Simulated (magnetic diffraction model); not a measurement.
# Which magnetic order? KFeH₈N₄

Space group P4/n (no. 85, origin choice 1), a = 7.1530 Å, c = 5.0950 Å.

```
site  atom       x       y       z
  2a    Fe     1/2     1/2       0
  2c     K       0     1/2  0.7423
  8g     N  0.5812  0.3317  0.7836
  8g     H  0.6063  0.2899  0.5708
  8g     H  0.7115  0.2184  0.8440
```

This is a made-up structure (elements placed in a structure type, unrelaxed), so the numbers test the method and describe no known phase.

Only Fe is taken to order (form factors of Fe3+); orders and moment sizes are assumed, and not adapted to the symmetry. Radiation: neutrons of λ = 1.8 Å, 8° to 45°; isotropic B of 0.79 Å² (Fe), 0.94 Å² (K), 0.89 Å² (N) and 1.23 Å² (H). Simulated constant-wavelength pattern: nuclear and magnetic terms add, the magnetic one as |2.695 fm × Σ f S⊥ exp(2πi Q·r) exp(−B s²)|², summed over all Q at one angle with the factor 1/(sin²θ cos θ). For collinear order S is the moment m, which repeats by lattice and centring translations R with the sign exp(−2πi k·R). Free-ion form factors, Sears's scattering lengths of 1992, no absorption; a label names one of the reflections at its angle. The strongest nuclear line in the range is 100, and lines under 0.2 are left out.

Above the ordering temperature:

```
2θ (°)    index      I
 20.35  (0 0 1)   51.0
 20.50  (1 1 0)   78.0
 25.05  (1 0 1)    0.3
 29.04  (1 1 1)   52.2
 29.15  (2 0 0)  100.0
 35.81  (2 0 1)   21.1
 38.80  (2 1 1)   98.0
 41.38  (0 0 2)   26.3
 41.69  (2 2 0)    1.8
 44.05  (1 0 2)    1.0
```

Below it (cell unchanged):

```
2θ (°)      I
 16.17   15.7
 20.35   51.0
 20.50   78.0
 21.61    5.9
 21.76    1.6
 25.05    0.3
 26.10    8.9
 26.22    3.2
 29.04   52.2
 29.15  100.0
 29.96    2.1
 30.07    4.0
 33.42    3.7
 35.81   21.1
 36.58    4.3
 36.67    2.3
 38.80   98.0
 39.61    0.8
 41.38   26.3
 41.69    1.8
 42.06    1.1
 42.29    3.0
 44.05    1.0
 44.70    1.9
 44.92    1.3
 45.00    1.3
```

**Question.** Check that the new lines index with k = (1/2 0 0), then choose among these models:
A. collinear moments along [110], 4.13 μB on Fe; signs + at (1/2, 1/2, 0), + at (0, 0, 0)
B. collinear moments along [101], 4.13 μB on Fe; signs + at (1/2, 1/2, 0), − at (0, 0, 0)
C. collinear moments along [101], 4.13 μB on Fe; signs + at (1/2, 1/2, 0), + at (0, 0, 0)
D. collinear moments along [110], 4.13 μB on Fe; signs + at (1/2, 1/2, 0), − at (0, 0, 0)

The new lines index as (1/2 1 0) at 16.17°, (1/2 0 1) at 21.61°, (3/2 0 0) at 21.76° and (1/2 1 1) at 26.10°, that is as H ± k with k = (1/2 0 0), one of 2 inequivalent arms of its star (k and −k counted as one), which a powder can't tell apart. Half indices mean that the moments reverse under translations with k·R a half-integer, and the magnetic cell has twice the primitive volume. Below the range, at 7.21°, lies the magnetic line (1/2 0 0) with 17.

Magnetic intensity, observed (below minus above) and for each model:

| 2θ (°) | index | observed | A | B | C | D |
| --- | --- | --- | --- | --- | --- | --- |
| 16.17 | (1/2 1 0) | 15.7 | 9.1 | 15.7 | 15.7 | 9.1 |
| 21.61 | (1/2 0 1) | 5.9 | 8.9 | 5.9 | 5.9 | 8.9 |
| 21.76 | (3/2 0 0) | 1.6 | 2.3 | 1.6 | 1.6 | 2.3 |
| 26.10 | (1/2 1 1) | 8.9 | 9.7 | 8.9 | 8.9 | 9.7 |
| 29.96 | (3/2 0 1) | 2.1 | 3.1 | 2.1 | 2.1 | 3.1 |
| 30.07 | (1/2 2 0) | 4.0 | 2.1 | 4.0 | 4.0 | 2.1 |
| 33.42 | (3/2 1 1) | 3.7 | 4.4 | 3.7 | 3.7 | 4.4 |
| 36.58 | (1/2 2 1) | 4.3 | 3.3 | 4.3 | 4.3 | 3.3 |

Models B and C match alike on every line, so these data can't choose among them (such ties are often domains of one structure).

The structure used: k = (1/2 0 0), collinear moments along [101], 4.13 μB on Fe; signs + at (1/2, 1/2, 0), − at (0, 0, 0).

[Logs are printed without paths, hosts, clocks, repeated set-up lines and the standing remarks that a program may print on its own settings, such as how far it seeks lower states.]
